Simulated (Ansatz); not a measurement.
# A hypothetical structure for EuIn2N2, part 2 of 2

This structure for EuIn2N2 is made up. Its elements were placed in a known structure type with a cell scaled to their sizes. What cell does the guess relax to, and how far off was it?

Ansatz 0.2.0; DFT, PBE, plane-wave PAW, default files, scalar-relativistic, ferromagnetic start, cell and ions relaxed at zero pressure (the session's first sound run).

So far, absolute magnetization (μB): step 2 (relaxation of the guess) 7.47.

## (3) Electronic structure of the relaxed cell

A second self-consistent run takes a narrower smearing and the mesh shown in its input; the bands follow along the standard path of the relaxed lattice.

This step: DFT, PBE, plane-wave PAW, default files, scalar-relativistic, ferromagnetic start, bands and density of states at the relaxed cell (Ansatz 0.2.0).

input.yaml

```yaml
crystal:
  lattice:
    - [0.0, 2.9149065528, 5.8171204854]
    - [2.9125612389, 0.0, 5.8171204854]
    - [2.9125612389, 2.9149065528, 0.0]
  atoms:
    - { symbol: Eu, position: [0.0, 0.0, 0.0], spin: 7.0 }
    - { symbol: In, position: [0.25, 0.25, 0.25] }
    - { symbol: In, position: [0.75, 0.75, 0.75] }
    - { symbol: "N", position: [0.6467839409, 0.6467839409, 0.3532160591] }
    - { symbol: "N", position: [0.3532160591, 0.3532160591, 0.6467839409] }
magnetization:
  spin_polarized: true
kpoints:
  mp_grid: { grid: [8, 8, 8] }
  band_path:
    path:
      - [[0.0, 0.0, 0.0], [0.0, 0.5, 0.5], [0.06278572, 0.5, 0.56278572], [0.28139286, 0.28139286, 0.56278572], [0.0, 0.0, 0.0], [-0.5, -0.5, 0.0], [-0.28139286, -0.28139286, 0.43721428], [0.0, 0.0, 0.5], [-0.25, 0.25, 0.5], [-0.5, -0.06278572, 0.43721428], [-0.5, -0.5, 0.0]]
      - [[0.0, 0.5, 0.5], [-0.25, 0.25, 0.5]]
    npoints: 7
scf:
  occupations: { method: fermi_dirac, width: 0.03 }
  n_extra_bands: 13
hamiltonian:
  xc: pbe
  pseudopotentials: { kind: paw }
output:
  forces: true
  stress: true
  write_bands: true
  dos: { projected: true }
  write_density: true
  write_potential: true
  elf: true
  volumetric_format: npy
```

Run with:

```bash
$ ansatz run input.yaml --threads 4 --pin off --max-ram 10240MiB --backend cpu --events-out ev --progress --plain --runs-dir out
```

Numbers of over 12 decimals in the logs are rounded to 6 here.

The log of the run:

```text
Eu: projections on atomic orbitals take those of the free atom [Kr 4d10] 4f7 5s2 5p6 5d0 6s2, of charge +0.00 (hamiltonian.pseudopotentials.projection_atoms); the dataset's partial waves leave at most 1.0e-3 of an orbital's norm unspanned inside its sphere
[...]
Crystal: 5 atoms, lattice volume = 98.773 Å³
Basis set: ecut = 420 eV, 1935 PW (Γ), exchange–correlation on 90×90×60 points (8 copies of the dense FFT grid, shifted against one another)
Bands: 40, of which v1, the nominal top of the filled ones, is band 27 counted from 1 (26 counted from 0)
Symmetry: 8 space group operations
[...]
k-points: 95 of 512
[...]
Starting moments: Σ|m| = 7 μB on 1 of 5 sites
[...]
SCF iter   1: F=—  HF=-20728.192785 eV  |F-HF|=—  |Δ(HF+E_count)|=         —  Δρ=2.92e-2 (↑2.92e-2 ↓2.82e-2)  dr2=7.80e0  dr2_m=1.71e-1  M=6.571 μB ∫|m|=6.620 μB  β_m=0.30  ethr=3.10e-3  ⟨swp⟩=6.6  Hψ=32241  notcnv=0  defer=1
[...]
SCF iter  14: F=-20727.367173 eV  HF=-20727.367173 eV  |F-HF|=8.51e-10  |Δ(HF+E_count)|=   2.24e-9  Δρ=1.85e-6 (↑1.85e-6 ↓7.70e-7)  dr2=4.38e-9  dr2_m=8.96e-10  M=7.398 μB ∫|m|=7.405 μB  ethr=5.15e-11  ⟨swp⟩=13.2  Hψ=54355  notcnv=0
SCF 1 converged in 14 iterations: F = -20727.367173 eV  dr2 = 4.38e-9
[...]
NSCF: frozen V_eff on 79 k-points
SCF converged after 14 iterations
Magnetization: 7.3982 μB (30.1991 up, 22.8009 down)
Absolute magnetization: 7.4056 μB (∫|ρ↑−ρ↓|, with the PAW one-centre terms)
[...]
Per-site moments (μB) at R_I (Å): [(6.966645, 1.392719), (0.015756, 0.983701), (0.015756, 0.983701), (0.014952, 0.983701), (0.014952, 0.983701)]
Free energy (F): -20727.367173 eV
[...]
Internal energy: -20727.356491 eV  (E = F + TS)
E sigma→0 (E₀):  -20727.361832 eV
Entropy (-TS):   -0.010682 eV (-2.136 meV/atom)
Fermi energy:    11.045387 eV
[...]
--- Forces (eV/Å), atoms counted from 1 ---
  atom   1  Eu     0.00000000     0.00000000     0.00000000
  atom   2  In     0.00000000     0.00000000     0.00000000
  atom   3  In     0.00000000     0.00000000     0.00000000
  atom   4  N      0.00000000     0.00000000     0.04145140
  atom   5  N      0.00000000     0.00000000    -0.04145140
  max |Σ_I F_I| component: 6.94e-18 eV/Å
--- Stress (GPa, compression-positive) ---
        0.133050       0.000000       0.000000
        0.000000       0.108257       0.000000
        0.000000       0.000000      -0.267958
  P = ⅓ Tr σ = -0.0089 GPa (-0.089 kbar)
--- Band table (eV; the first three rows and the last of 190) ---
  k-point 0 ↑: bands = [... 23 lower, 10.2584, 10.5108, 10.5543, 10.5545, 10.5843, 10.6304, 10.6308, 10.8917, ... 9 higher]
  k-point 1 ↑: bands = [... 23 lower, 10.3826, 10.5187, 10.5485, 10.5548, 10.5777, 10.5857, 10.6287, 11.1182, ... 9 higher]
  k-point 2 ↑: bands = [... 23 lower, 10.4638, 10.5234, 10.5442, 10.5493, 10.5541, 10.5941, 10.6280, 10.8602, ... 9 higher]
  k-point 94 ↓: bands = [... 23 lower, 10.4150, 10.8419, 13.1031, 14.1174, 14.2791, 14.7337, 14.7408, 14.8517, ... 9 higher]
```

Elapsed: 16 s, on 4 threads of Intel Xeon Platinum 8488C (Sapphire Rapids), shared host; peak memory 0.9 GiB.

In the SCF lines HF is the Harris–Foulkes energy and dr2 the Hartree energy of the density residual, in eV; the loop may stop once dr2 is under the threshold and the program's other checks hold. Hψ counts applications of the Hamiltonian.

Numbers from this step:

```
free energy             : -20727.3672 eV
energy at zero smearing : -20727.3618 eV
smearing term TS        : 0.01068 eV
Fermi energy            : 11.05 eV
magnetization           : 7.398 μB
absolute magnetization  : 7.406 μB
site moments            : 6.967, 0.01576, 0.01576, 0.01495, 0.01495 μB
pressure                : -0.008884 GPa
```

From bands.tsv, the bands that come nearest the Fermi level along the path, at its corners, in eV from the Fermi level:

```
point  band_28_up  band_29_up  band_30_up  band_31_up  band_32_up  band_22_dn  band_23_dn  band_24_dn
    Γ       -0.41       -0.41       -0.15        0.32        0.40       -1.61        0.02        0.63
    X       -0.45       -0.31        1.76        2.35        2.38        0.16        1.93        2.33
    Y       -0.45       -0.16        1.69        2.33        2.33        0.31        1.81        2.31
    S       -0.42       -0.41       -0.32        0.70        1.52       -0.53       -0.40        1.39
    Γ       -0.41       -0.41       -0.15        0.32        0.40       -1.61        0.02        0.63
    Z       -0.46       -0.43       -0.43       -0.26        1.36       -0.70       -0.63       -0.20
   S1       -0.42       -0.41       -0.32        0.70        1.52       -0.53       -0.40        1.39
    N       -0.42       -0.41       -0.02        0.93        1.44       -0.71       -0.04        1.70
    P       -0.45        0.41        0.72        2.34        2.35        0.81        1.06        2.43
   Y1       -0.45       -0.16        1.68        2.32        2.34        0.31        1.80        2.31
    Z       -0.46       -0.43       -0.43       -0.26        1.36       -0.70       -0.63       -0.20
    X       -0.45       -0.31        1.76        2.35        2.38        0.16        1.93        2.33
    P       -0.45        0.41        0.72        2.34        2.35        0.81        1.06        2.43
```

Counts of states for the cell as run, both spins, by energy window (eV from the Fermi level):

```csv
from,to,total
-8,-7,0.00
-7,-6,3.12
-6,-5,0.73
-5,-4,1.60
-4,-3,2.53
-3,-2,3.56
-2,-1,0.56
-1,0,8.80
0,1,2.43
1,2,2.77
2,3,4.30
3,4,4.86
```

A further 32.0 states lie below the table's range.

Spin density in the ac plane of the conventional cell at fractional y = 0.000, with atoms of Eu and N within 0.2 Å of it.

Values in e/Å³, 24 rows by 16 columns, each cell a mean:
```
 8  3  0  0  0  0  0  0  0  0  0  0  0  0  1  6
 1  0  0  0  0  0  0  0  0  0  0  0  0  0  0  0
 0  0  0  0  0  0  0  0  0  0  0  0  0  0  0  0
 0  0  0  0  0  0  0  0  0  0  0  0  0  0  0  0
 0  0  0  0  0  0  0  0  0  0  0  0  0  0  0  0
 0  0  0  0  0  0  0  0  0  0  0  0  0  0  0  0
 0  0  0  0  0  0  0  0  0  0  0  0  0  0  0  0
 0  0  0  0  0  0  0  0  0  0  0  0  0  0  0  0
 0  0  0  0  0  0  0  0  0  0  0  0  0  0  0  0
 0  0  0  0  0  0  0  0  0  0  0  0  0  0  0  0
 0  0  0  0  0  0  0  1  2  1  0  0  0  0  0  0
 0  0  0  0  0  0  2  9 12  4  0  0  0  0  0  0
 0  0  0  0  0  0  1  6  8  3  0  0  0  0  0  0
 0  0  0  0  0  0  0  0  1  0  0  0  0  0  0  0
 0  0  0  0  0  0  0  0  0  0  0  0  0  0  0  0
 0  0  0  0  0  0  0  0  0  0  0  0  0  0  0  0
 0  0  0  0  0  0  0  0  0  0  0  0  0  0  0  0
 0  0  0  0  0  0  0  0  0  0  0  0  0  0  0  0
 0  0  0  0  0  0  0  0  0  0  0  0  0  0  0  0
 0  0  0  0  0  0  0  0  0  0  0  0  0  0  0  0
 0  0  0  0  0  0  0  0  0  0  0  0  0  0  0  0
 0  0  0  0  0  0  0  0  0  0  0  0  0  0  0  0
 2  1  0  0  0  0  0  0  0  0  0  0  0  0  0  1
12  4  0  0  0  0  0  0  0  0  0  0  0  0  2  9
```
Columns run along a (5.8 Å), rows up along c (11.6 Å), edges of the conventional cell, whose origin can differ from the input's. Atoms in or near the plane, at fractional coordinates: Eu at (0.00, 0.00), Eu at (0.50, 0.50), N at (0.50, 0.15), N at (0.00, 0.65), N at (0.00, 0.35), N at (0.50, 0.85).

Valence density in the ac plane of the conventional cell at fractional y = 0.000, with atoms of Eu and N within 0.2 Å of it. It is the smooth field of the valence electrons, not physical close to the nuclei.

Ten steps, logarithmic in the rise over the least value, from '_' (0 e/Å³) to '@' (12 e/Å³), each cell a mean:
```
@@%%++::________________..--**%%
**++--..__..::----::..____::==++
::..______::==****++--..____....
________..::++####**--....______
____......::==++++==--......____
............::::::::::..........
----::....................::::--
**++--....____________....::==**
##**--..________________..::++##
++==::..____::----::..____..--++
::..______::++####**--..____..::
________..==##@@@@%%++::________
________..--**%%@@%%++::________
--::..____::==++**++--..__..::--
**++--..____....::..______::==**
##**--....______________..::++##
++==--......________......::==++
::::::......................::::
..........::::------::..........
______....::==****++--....______
________..::++####**--..________
--::..____..--++++==::..____::--
##**--..____..::::..______::++##
@@%%++::________________..==##@@
```
Columns run along a (5.8 Å), rows up along c (11.6 Å), edges of the conventional cell, whose origin can differ from the input's. Atoms in or near the plane, at fractional coordinates: Eu at (0.00, 0.00), Eu at (0.50, 0.50), N at (0.50, 0.15), N at (0.00, 0.65), N at (0.00, 0.35), N at (0.50, 0.85).

ELF of down spins in the ac plane of the conventional cell at fractional y = 0.000, with atoms of Eu and N within 0.2 Å of it. It is the smooth field of the valence electrons, not physical close to the nuclei.

Ten even steps from '_' (0.03) to '@' (0.85), each cell a mean:
```
++@@@@--____..::::::..__..##@@**
@@%%++..__--##%%@@%%++..__--##@@
::..____::**@@%%%%@@%%==..__..::
____....::**%%++==%%%%==::..____
......::::==##%%%%%%++--::::....
--::::::::::==++++==--::::::::::
##**--::::::::::::::::::::--++##
##%%**--::......__....::::++%%%%
==%%%%==....__________..::**@@**
@@@@##--____::++++==..__::++@@@@
##**==..__==@@@@@@@@##::__::++##
..______..%%@@++::%%@@==______..
::::..__..##@@**++@@@@--____..::
@@%%++..__--##@@@@%%++..__--##%%
%%@@%%==..__..::::..____::**@@%%
==%%%%==::..________....::**%%++
%%%%++--::::..........::::==##%%
++==--::::::::::--::::::::::==++
::::::::::--++####**--::::::::::
__....::::++%%%%##%%**--::......
______..::**@@**==%%%%==....____
++==..__::++@@@@@@@@##--____::++
@@@@##::__::++####**==..__==@@@@
::%%@@==______....______..%%@@++
```
Columns run along a (5.8 Å), rows up along c (11.6 Å), edges of the conventional cell, whose origin can differ from the input's. Atoms in or near the plane, at fractional coordinates: Eu at (0.00, 0.00), Eu at (0.50, 0.50), N at (0.50, 0.15), N at (0.00, 0.65), N at (0.00, 0.35), N at (0.50, 0.85).

## (4) Summary of results

| Property | Result |
| --- | --- |
| space group, relaxed | I4/mmm |
| conventional cell | a = 4.121, b = 4.121, c = 11.634 Å; α = 90.0°, β = 90.0°, γ = 90.0° |
| volume per atom | 19.75 Å³ (guess 18.95) |
| total moment | 7.46 μB in the cell of 5 atoms |

**Reading.** EuIn2N2 relaxes to I4/mmm with a = 4.121, b = 4.121 and c = 11.634 Å. The guessed volume was 4 % too small. The symmetry rose from Fmmm to I4/mmm, so the distortion of the structure type doesn't survive with these elements. The input starts from parallel moments, and no other start was typed. The f shell may be open and has no Hubbard U, so its place in energy and the volume are uncertain. Bands cross the Fermi level, so it is a metal or semimetal at this level. On the 8×8×8 mesh with the narrower smearing (relaxed on 7×7×7) the largest force component is 0.041 eV/Å and the largest stress component is 0.268 GPa, against the relaxation's thresholds of 0.015 eV/Å and 0.05 GPa. The cutoff wasn't tested. Spin-orbit coupling is left out, which can matter for elements this heavy. No dispersion term is used, so weakly bound directions may come out too long. Nothing here tests whether the compound is stable against decomposition.

[Logs are printed without paths, hosts, clocks, repeated set-up lines and the standing remarks that a program may print on its own settings, such as how far it seeks lower states.]

[Hosts, paths, dates, database ids (printed as entryN), source tags and the programs' standing remarks are cut or masked in the printed files.]
